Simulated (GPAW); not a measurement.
**CO/Ir(100): simulated STM images**

Wanted: filled- and empty-state images of CO/Ir(100), with its work function.

Method: GPAW, PAW setups; slab in vacuum, relaxation, in the first sound run; inputs show where later runs differ, in GPAW 26.7.0.

## 1. Starting point

The cell holds 6 atoms: 4 Ir, 1 C and 1 O. Cell: a = 2.715 Å, b = 2.715 Å, c = 23.931 Å, α = 90.0°, β = 90.0°, γ = 90.0°. Vacuum lies along c.

## 2. Relaxing the atoms

Forces are removed first; all later runs use this geometry. The lowest 2 atoms are held at bulk positions and keep their forces.

Input file run.py:

```python
import json
import numpy as np
from ase import Atoms
from ase.constraints import FixAtoms
from ase.optimize import BFGS
from gpaw import GPAW, PW

slab = Atoms(
    ['Ir', 'Ir', 'Ir', 'Ir', 'C', 'O'],
    positions=[
        [1.35765, 1.35765, 8.00000],
        [0.00000, 0.00000, 9.92000],
        [1.35765, 1.35765, 11.84000],
        [0.00000, 0.00000, 13.76000],
        [1.35765, 1.35765, 14.77119],
        [1.35765, 1.35765, 15.93119]],
    cell=[[2.71529, 0.0, 0.0], [0.0, 2.71529, 0.0], [0.0, 0.0, 23.93119]],
    pbc=[True, True, False])

slab.calc = GPAW(mode=PW(500), xc='PBE', kpts={'size': (12, 12, 1), 'gamma': True},
                 occupations={'name': 'fermi-dirac', 'width': 0.1}, nbands='160%',
                 convergence={'density': 1e-05}, maxiter=200,
                 poissonsolver={'dipolelayer': 'xy'},
                 symmetry={'tolerance': 1e-3, 'extra_ids': [1, 1, 0, 0, 0, 0]}, txt='slab.txt')
result = {}
slab.set_constraint(FixAtoms([0, 1]))
path = []
opt = BFGS(slab, maxstep=0.2)
opt.attach(lambda: path.append((slab.get_potential_energy(), slab.positions.tolist(), slab.get_forces().tolist())))
result['relaxed'] = bool(opt.run(fmax=0.03, steps=40))
result['path'] = path
energy = slab.get_potential_energy()
fermi = slab.calc.get_fermi_level()
v = slab.calc.get_electrostatic_potential().mean((0, 1)) - fermi
n = slab.calc.get_pseudo_density().mean((0, 1))
L = slab.cell[2, 2]
z = np.arange(len(v)) * L / len(v)
low, high = slab.positions[:, 2].min(), slab.positions[:, 2].max()
below, above = np.interp([low - 5.8, high + 5.8], z, v)
slopes = [np.interp(x, z, np.gradient(v, z)) for x in (low - 5.8, high + 5.8)]
eps = np.array([[slab.calc.get_eigenvalues(k, s) for k in range(len(slab.calc.get_ibz_k_points()))]
                for s in range(slab.calc.get_number_of_spins())]) - fermi
top, bottom = eps[eps < 0].max(), eps[eps > 0].min()
dipole = slab.get_dipole_moment()[2]
print(f'energy {energy:.4f} eV, Fermi level {fermi:.4f} eV, dipole {dipole:.5f} e A')
print(f'potential 5.8 A off the faces, from the Fermi level: lower {below:.4f} eV, upper {above:.4f} eV')
print(f'slope of the potential there: lower {slopes[0]:.5f}, upper {slopes[1]:.5f} eV/A')
print(f'nearest levels on the mesh: {top:.4f} and {bottom:.4f} eV')
print('magnetic moment', round(slab.get_magnetic_moment(), 3))
result.update(energy=energy, fermi=fermi, dipole=dipole, below=below, above=above, slopes=slopes, edges=[top, bottom],
              z=z.tolist(), v=v.tolist(), n=n.tolist(), positions=slab.positions.tolist(),
              forces=slab.get_forces(apply_constraint=False).tolist(), moments=slab.get_magnetic_moments().tolist())
json.dump(result, open('result.json', 'w'))
```

The run is started by

```bash
$ OMP_NUM_THREADS=1 OPENBLAS_NUM_THREADS=1 python run.py
```

Output:

```text
Step          Energy          fmax
BFGS:    0      -49.967084        4.030568
BFGS:    1      -50.035119        4.504557
BFGS:    2      -50.195039        2.330219
BFGS:    3      -50.300178        1.474360
BFGS:    4      -50.317618        0.693940
BFGS:    5      -50.341843        0.653018
BFGS:    6      -50.361258        0.730157
BFGS:    7      -50.384075        0.788514
BFGS:    8      -50.412704        0.700236
BFGS:    9      -50.411963        0.677516
BFGS:   10      -50.437155        0.337388
BFGS:   11      -50.441520        0.174373
BFGS:   12      -50.443324        0.062401
BFGS:   13      -50.443630        0.023281
energy -50.3650 eV, Fermi level 1.4518 eV, dipole -0.08177 e A
potential 5.8 A off the faces, from the Fermi level: lower 5.4661 eV, upper 7.4605 eV
slope of the potential there: lower -0.00049, upper -0.00085 eV/A
nearest levels on the mesh: -0.0028 and 0.0011 eV
magnetic moment 0.0
```

Run time: 44 min. Hardware: 1 thread of Arm Neoverse V2, shared host; peak memory 0.33 GiB.

This run has no spin polarisation, although Ir can carry a moment.

Step by step:

```csv
step,energy less that of the first step (eV),largest force (eV/Å)
1,0.0000,4.0306
2,-0.0671,4.5046
3,-0.2292,2.3302
4,-0.3376,1.4744
5,-0.3554,0.6939
6,-0.3803,0.6530
7,-0.3999,0.7302
8,-0.4222,0.7885
9,-0.4498,0.7002
10,-0.4463,0.6775
11,-0.4727,0.3374
12,-0.4774,0.1744
13,-0.4791,0.0624
14,-0.4793,0.0233
```

The atoms that moved most (Å):

```csv
atom,dx,dy,dz,length
O6,0.000,0.000,0.348,0.348
C5,0.000,0.000,0.323,0.323
Ir4,0.000,0.000,0.100,0.100
Ir3,0.000,0.000,-0.010,0.010
```

The relaxed structure:

```xyz
6
Lattice="2.7153 0.0000 0.0000 0.0000 2.7153 0.0000 0.0000 0.0000 23.9312" Properties=species:S:1:pos:R:3
Ir    1.3576    1.3576    8.0000
Ir    0.0000    0.0000    9.9200
Ir    1.3576    1.3576   11.8301
Ir    0.0000    0.0000   13.8604
C     1.3576    1.3576   15.0937
O     1.3576    1.3576   16.2787
```

Numbers from this step:

```yaml
dipole_along_the_normal: -0.08177 e·Å
levels_nearest_the_fermi_level_on_the_mesh: -0.002838, 0.001055 eV from the Fermi level
upper_work_function: 7.460 eV
lower_work_function: 5.466 eV
```

The electrostatic potential energy of an electron (without an applied field's), less the Fermi level, planar mean oscillates, so the rows of the table below give means over windows of 1.87 Å about each position, cut where the curve ends. Its maxima inside the range that stand out by 2 % of the span (Å: eV): 9.0: -4.42, 10.9: -4.86, 12.8: -3.20, 14.6: -9.41, 15.8: -0.614, 20.1: 7.46. Its minima: 8.0: -25.9, 10.0: -26.7, 11.9: -26.4, 13.9: -27.1, 15.0: -13.1, 16.3: -8.34.

Electrostatic potential energy of an electron (without an applied field's), less the Fermi level, planar mean against z; means over each step:

```csv
z (Å),"electrostatic potential energy of an electron (without an applied field's), less the Fermi level, planar mean (eV)"
0.94,5.57
2.81,5.47
4.68,5.44
6.54,2.05
8.42,-14.3
10.29,-15.1
12.16,-14.4
14.03,-16.5
15.90,-4.66
17.77,7.07
19.64,7.46
21.50,7.46
23.38,7.38
```

The pseudo valence density, planar mean oscillates, so the rows of the table below give means over windows of 1.91 Å about each position, cut where the curve ends. Its maxima inside the range that stand out by 2 % of the span (Å: e/Å³): 8.0: 1.97, 10.0: 1.99, 11.9: 1.99, 13.8: 1.95, 16.3: 0.917. Its minima: 9.0: 0.491, 10.9: 0.498, 12.8: 0.426, 15.5: 0.451.

Pseudo valence density, planar mean against z; means over each step:

```csv
z (Å),"pseudo valence density, planar mean (e/Å³)"
2.86,6.7e-6
4.77,0.00118
6.68,0.226
8.59,1.05
10.50,1.06
12.41,1.01
14.32,1.08
16.23,0.531
18.14,0.00891
20.05,4.3e-6
```

The relaxation lowered the energy of the cell by 0.479 eV (energies extrapolated to zero smearing; the optimiser's log prints free energies). The largest force left on a free atom is 0.023 eV/Å.

## 3. The slab's potential

The work function is the vacuum plateau of the electrostatic potential less the Fermi level; a dipole layer lets the two faces have plateaus of their own.

This step: GPAW, PAW setups; slab in vacuum (GPAW 26.7.0).

run.py: that of step 2 with these lines changed.

```diff
@@ -3,4 +3,3 @@
 from ase import Atoms
-from ase.constraints import FixAtoms
-from ase.optimize import BFGS
+from ase.dft.stm import STM
 from gpaw import GPAW, PW
@@ -12,6 +11,6 @@
         [0.00000, 0.00000, 9.92000],
-        [1.35765, 1.35765, 11.84000],
-        [0.00000, 0.00000, 13.76000],
-        [1.35765, 1.35765, 14.77119],
-        [1.35765, 1.35765, 15.93119]],
+        [1.35765, 1.35765, 11.83014],
+        [-0.00000, 0.00000, 13.86038],
+        [1.35765, 1.35765, 15.09371],
+        [1.35765, 1.35765, 16.27872]],
     cell=[[2.71529, 0.0, 0.0], [0.0, 2.71529, 0.0], [0.0, 0.0, 23.93119]],
@@ -23,10 +22,4 @@
                  poissonsolver={'dipolelayer': 'xy'},
-                 symmetry={'tolerance': 1e-3, 'extra_ids': [1, 1, 0, 0, 0, 0]}, txt='slab.txt')
+                 symmetry={'tolerance': 1e-3}, txt='slab.txt')
 result = {}
-slab.set_constraint(FixAtoms([0, 1]))
-path = []
-opt = BFGS(slab, maxstep=0.2)
-opt.attach(lambda: path.append((slab.get_potential_energy(), slab.positions.tolist(), slab.get_forces().tolist())))
-result['relaxed'] = bool(opt.run(fmax=0.03, steps=40))
-result['path'] = path
 energy = slab.get_potential_energy()
@@ -52,2 +45,16 @@
               forces=slab.get_forces(apply_constraint=False).tolist(), moments=slab.get_magnetic_moments().tolist())
+
+# Images need the states of the whole zone, up to time reversal
+slab.calc = slab.calc.fixed_density(symmetry={'point_group': False}, txt='states.txt', nbands='250%',
+                                    convergence={'bands': 'CBM+1.3'})
+stm = STM(slab)
+result['stm'] = []
+for bias in [-1.0, 1.0]:
+    height = high + 3.5
+    current = stm.get_averaged_current(bias, height)
+    x, y, h = stm.scan(bias, current)
+    i, f = divmod(height / L * stm.ldos.shape[2], 1)
+    I = abs((1 - f) * stm.ldos[:, :, int(i)] + f * stm.ldos[:, :, int(i) + 1])
+    print(f'bias {bias} V: mean current at 3.5 A {current:.4e}, corrugation {np.ptp(h):.4f} A')
+    result['stm'].append(dict(bias=bias, current=current, h=(h - high).tolist(), I=I.tolist()))
 json.dump(result, open('result.json', 'w'))
```

Output:

```text
energy -50.3650 eV, Fermi level 1.4516 eV, dipole -0.08184 e A
potential 5.8 A off the faces, from the Fermi level: lower 5.4658 eV, upper 7.4612 eV
slope of the potential there: lower -0.00048, upper -0.00086 eV/A
nearest levels on the mesh: -0.0026 and 0.0009 eV
magnetic moment 0.0
bias -1.0 V: mean current at 3.5 A 8.0689e-08, corrugation 0.7308 A
bias 1.0 V: mean current at 3.5 A 5.4199e-08, corrugation 0.2317 A
```

It took 9.1 min on 1 thread; peak memory 0.95 GiB.

Numbers from this step:

* dipole along the normal: -0.08184 e·Å
* levels nearest the Fermi level on the mesh: -0.002631, 9.32e-4 eV from the Fermi level
* upper work function: 7.461 eV
* corrugation -1: 0.7308 Å
* corrugation 1: 0.2317 Å

Electrostatic potential energy of an electron (without an applied field's), less the Fermi level, planar mean against z:

```csv
z (Å),"electrostatic potential energy of an electron (without an applied field's), less the Fermi level, planar mean (eV)"
0.0,6.46
0.5,5.47
1.0,5.47
1.5,5.47
2.0,5.47
2.5,5.47
3.0,5.47
3.5,5.46
4.0,5.46
4.5,5.46
5.0,5.44
5.5,5.38
6.0,5.15
6.5,4.26
7.0,0.698
7.5,-11.9
8.0,-25.8
8.5,-12.8
9.0,-4.43
9.5,-16.2
10.0,-26.1
10.5,-10.9
11.0,-5.48
11.5,-19.4
12.0,-24.3
12.5,-7.79
13.0,-4.14
13.5,-18.4
14.0,-25.7
14.5,-11.2
15.0,-12.7
15.5,-3.23
16.0,-3.54
16.5,-3.21
17.0,5.98
17.5,7.28
18.0,7.44
18.5,7.46
19.0,7.46
19.5,7.46
20.0,7.46
20.5,7.46
21.0,7.46
21.5,7.46
22.0,7.46
22.5,7.46
23.0,7.46
23.5,7.42
```

The pseudo valence density, planar mean oscillates, so the rows of the table below give means over windows of 1.91 Å about each position, cut where the curve ends. Its maxima inside the range that stand out by 2 % of the span (Å: e/Å³): 8.0: 1.97, 10.0: 1.99, 11.9: 1.99, 13.8: 1.95, 16.3: 0.917. Its minima: 9.0: 0.491, 10.9: 0.498, 12.8: 0.426, 15.5: 0.451.

Pseudo valence density, planar mean against z; means over each step:

z (Å), pseudo valence density, planar mean (e/Å³) and a bar:
```
     2.86       0.00 
     4.77       0.00 
     6.68       0.23 ######
     8.59       1.05 #############################
    10.50       1.06 ##############################
    12.41       1.01 ############################
    14.32       1.08 ##############################
    16.23       0.53 ###############
    18.14       0.01 
    20.05       0.00
```

Tip height over the top atom over a1 and a2. Sample bias -1 V, constant current at the mean current 3.5 Å over the top atom.

Ten even steps from '_' (3.10 Å) to '@' (3.83 Å):
```
@@**********++****++**********
##********++++++++++++********
********==----====----==******
******==----::::::::----==****
****++--------::::--------++**
**++++--::--::....::--::--++++
****++==::::..____..::::==++**
****++==::::..____..::::==++**
**++++--::--::....::--::--++++
****++--------::::--------++**
******==----::::::::----==****
********==----====----==******
##********++++++++++++********
@@**********++****++**********
%%@@##********************##@@
```
Columns: a1 from 0 to 0.933; rows upwards: a2 from 0 to 0.933.

Local density of states summed over the bias window over a1 and a2. Sample bias -1 V, constant height 3.5 Å over the top atom.

Ten even steps from '0' (0.30 × 1e-7 arbitrary) to '9' (1.23 × 1e-7 arbitrary):
```
577898666689877
778865555556887
888643333334688
996422211222469
985323311332358
765323211232356
565321100111356
565321100111356
765323211232356
985323311332358
996422222222469
888643333334688
778865555556887
577898666689877
557899755799875
```
Columns: a1 from 0 to 0.933; rows upwards: a2 from 0 to 0.933.

Tip height over the top atom over a1 and a2. Sample bias 1 V, constant current at the mean current 3.5 Å over the top atom.

Ten even steps from '0' (3.34 Å) to '9' (3.57 Å):
```
689999888899998
899977777777999
999953333335999
997521211212579
997312311321379
887323311332378
887311100111378
887311100111378
887323311332378
997312311321379
997521211212579
999953333335999
899977777777999
689999888899998
468999888899986
```
Columns: a1 from 0 to 0.933; rows upwards: a2 from 0 to 0.933.

Local density of states summed over the bias window over a1 and a2. Sample bias 1 V, constant height 3.5 Å over the top atom.

Ten even steps from '_' (3.11 × 1e-8 arbitrary) to '@' (7.78 × 1e-8 arbitrary):
```
==****####%%********%%####****
++**%%%%++++++++++++++++%%%%**
####%%**==--::----::--==**%%##
%%##++==--::::....::::--==++##
@@%%++--::::--....--::::--++%%
##**++::::--::....::--::::++**
++**++--......____......--++**
++**++--......____......--++**
##**++::::--::....::--::::++**
@@%%++--::::--....--::::--++%%
%%##++==--::::....::::--==++##
####%%**==--::----::--==**%%##
++**%%%%++++++++++++++++%%%%**
==****####%%********%%####****
====++##%%@@##++++##@@%%##++==
```
Columns: a1 from 0 to 0.933; rows upwards: a2 from 0 to 0.933.

Force by atom:

```csv
atom,x (eV/Å),y (eV/Å),z (eV/Å),size
Ir1,0.000,0.000,0.674,0.674
Ir2,0.000,0.000,-0.675,0.675
Ir3,0.000,0.000,-0.009,0.009
Ir4,0.000,0.000,-0.001,0.001
C5,0.000,0.000,-0.014,0.014
O6,0.000,0.000,0.023,0.023
```

The potential is flat to 8.6e-4 eV/Å where it is read, so the vacuum is wide enough.

## 4. A changed run

One more run, with changed settings.

run.py: that of step 3 with these lines changed.

```diff
@@ -3,4 +3,3 @@
 from ase import Atoms
-from ase.dft.stm import STM
-from gpaw import GPAW, PW
+from gpaw import GPAW
 
@@ -18,5 +17,5 @@
 
-slab.calc = GPAW(mode=PW(500), xc='PBE', kpts={'size': (12, 12, 1), 'gamma': True},
+slab.calc = GPAW(mode='fd', h=0.4, xc='PBE', kpts={'size': (12, 12, 1), 'gamma': True},
                  occupations={'name': 'fermi-dirac', 'width': 0.1}, nbands='160%',
-                 convergence={'density': 1e-05}, maxiter=200,
+                 convergence={'density': 1e-05}, maxiter=75,
                  poissonsolver={'dipolelayer': 'xy'},
@@ -45,16 +44,2 @@
               forces=slab.get_forces(apply_constraint=False).tolist(), moments=slab.get_magnetic_moments().tolist())
-
-# Images need the states of the whole zone, up to time reversal
-slab.calc = slab.calc.fixed_density(symmetry={'point_group': False}, txt='states.txt', nbands='250%',
-                                    convergence={'bands': 'CBM+1.3'})
-stm = STM(slab)
-result['stm'] = []
-for bias in [-1.0, 1.0]:
-    height = high + 3.5
-    current = stm.get_averaged_current(bias, height)
-    x, y, h = stm.scan(bias, current)
-    i, f = divmod(height / L * stm.ldos.shape[2], 1)
-    I = abs((1 - f) * stm.ldos[:, :, int(i)] + f * stm.ldos[:, :, int(i) + 1])
-    print(f'bias {bias} V: mean current at 3.5 A {current:.4e}, corrugation {np.ptp(h):.4f} A')
-    result['stm'].append(dict(bias=bias, current=current, h=(h - high).tolist(), I=I.tolist()))
 json.dump(result, open('result.json', 'w'))
```

Output:

```text
energy -45.2137 eV, Fermi level -5.5843 eV, dipole -0.00675 e A
potential 5.8 A off the faces, from the Fermi level: lower 5.5061 eV, upper 5.6624 eV
slope of the potential there: lower -0.00002, upper 0.00000 eV/A
nearest levels on the mesh: -0.0228 and 0.0191 eV
magnetic moment 0.0
```

Wall time 1.8 min (1 thread); peak memory 0.26 GiB.

The run finished. A setting was moved off its sound value on purpose, so it serves as a test and not as the result.

The fault put into the input: a grid far too coarse (mode = "fd" and h = 0.4).

The two runs compared:

```csv
quantity,this run,sound run,difference
dipole along the normal (e·Å),-0.0067533,-0.081835,0.0751
upper work function (eV),5.6624,7.4612,-1.80
lower work function (eV),5.5061,5.4658,0.0403
```

The two runs differ clearly in the upper work function: 5.66 eV against 7.46 eV.

## 5. What came out

| Quantity | Value |
| --- | --- |
| work function, upper and lower face | 7.461 and 5.466 eV |
| dipole along the normal | -0.0818 e Å |
| corrugation at -1 V | 0.731 Å as printed, 0.52 Å or less without short-wave noise |
| corrugation at 1 V | 0.232 Å |

At -1 V GPAW's map carries short-wave noise, which can't be real at this height: without waves under 1.5 Å it spans 0.52 Å against 0.73 Å printed. The reading below uses the filtered value, which may still be too high. The corrugation at constant current is largest at -1 V, where the tip height varies by 0.52 Å over the cell. Negative sample bias images filled states, positive bias empty ones. The two faces differ by 2.0 eV, the step that the slab's dipole makes (e p/(ε0 A) gives 2.0 eV), so the dipole layer is needed. The images are of Tersoff-Hamann type: an s-wave tip, no tip-sample forces, heights closer than in a microscope. The cell of 7.37 Å² holds one CO, started on one chosen site; other sites and coverages weren't tried. The in-plane lattice was kept as typed, which isn't the functional's own and leaves some strain; spin-orbit coupling and temperature are left out.

[Logs are printed without paths, hosts, clocks, repeated set-up lines and the standing remarks that a program may print on its own settings, such as how far it seeks lower states.]

[Hosts, paths, dates, database ids (printed as entryN), source tags and the programs' standing remarks are cut or masked in the printed files.]
